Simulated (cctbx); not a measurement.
# Interatomic vectors of LaZn6Si6

Space group P6/mmm (no. 191), a = 5.2410 Å, b = 5.2410 Å, c = 8.1120 Å, α = 90.00°, β = 90.00°, γ = 120.00°, content La1 Zn6 Si6.

Simulated single-crystal data (cctbx): Mo Kα, λ = 0.71073 Å, to d = 0.65 Å, 50 % of the full sphere, strongest reflection 5000 counts, noise from counting, a 6 % proportional error and a noise floor of 8 counts (s.d.); no absorption.

Patterson synthesis, origin scaled to 1000:

```text
Patterson group P 6/m m m
      u       v       w   height  length (A)
  0.000   0.000   0.000   1000.0     0.00
  0.000   0.000   0.500    574.1     4.06
  0.000   0.500   0.250    359.1     3.31
  0.000   0.500   0.500    354.0     4.83
  0.000   0.500   0.000    348.3     2.62
  0.333   0.667   0.500    137.1     5.06
  0.333   0.667   0.000    133.7     3.03
  0.000   0.000   0.338    125.4     2.74
  0.165   0.330   0.250    106.0     2.52
  0.333   0.667   0.326      2.5     4.02
  0.333   0.667   0.178      1.3     3.35
  0.000   0.225   0.320    -14.6     2.85
  0.000   0.000   0.211    -14.8     1.72
  0.000   0.083   0.200    -15.7     1.68
```

Q: Assign the vectors.

A peak at u stands for all pairs with xi − xj = u, with weight Σ ZiZj against Σ Z² = 9825 at the origin. Peak heights follow these weights only roughly, since form factors, motion and series ripples differ, all vectors within 0.55 Å of a peak are counted as merged into it though the farther ones add only part of their weight, and F(000) is left out, which lowers the whole map:

| u | v | w | shortest length (Å) | height | 1000 ΣZiZj/ΣZ² | pairs in the cell |
| --- | --- | --- | --- | --- | --- | --- |
| 0.000 | 0.000 | 0.500 | 4.06 | 574 | 629 | 6 × Zn–Zn, 4 × Si–Si |
| 0.000 | 0.500 | 0.250 | 3.31 | 359 | 348 | 2 × La–Zn |
| 0.000 | 0.500 | 0.500 | 4.83 | 354 | 366 | 4 × Zn–Zn |
| 0.000 | 0.500 | 0.000 | 2.62 | 348 | 366 | 4 × Zn–Zn |
| 0.333 | 0.667 | 0.500 | 5.06 | 137 | 202 | 2 × La–Si, 2 × Si–Si |
| 0.333 | 0.667 | 0.000 | 3.02 | 134 | 202 | 2 × La–Si, 2 × Si–Si |
| 0.000 | 0.000 | 0.338 | 2.74 | 125 | 182 | 2 × La–Si, 1 × Si–Si |
| 0.165 | 0.330 | 0.250 | 2.52 | 106 | 171 | 4 × Zn–Si |

The table stops at ten peaks or at a height of 45, below which ripples compete. In the model behind the data La, the heaviest element, has 1 independent site: (0, 0, 0), up to an allowed shift of origin. No listed peak is a La–La vector, so the position follows from the cell content and the cross vectors. The whole model:

```
atom  mult.    x    y       z  Ueq (Å²)
 La1      1    0    0       0    0.0146
 Zn1      6    0  1/2  0.2496    0.0181
 Si1      2    0    0  0.3363    0.0264
 Si2      2  1/3  2/3     1/2    0.0277
 Si3      2  1/3  2/3       0    0.0281
```

The model is made up (kin elements in a known structure type, no relaxation), so it says nothing on whether the phase exists.

[Logs are printed without paths, hosts, clocks, repeated set-up lines and the standing remarks that a program may print on its own settings, such as how far it seeks lower states.]
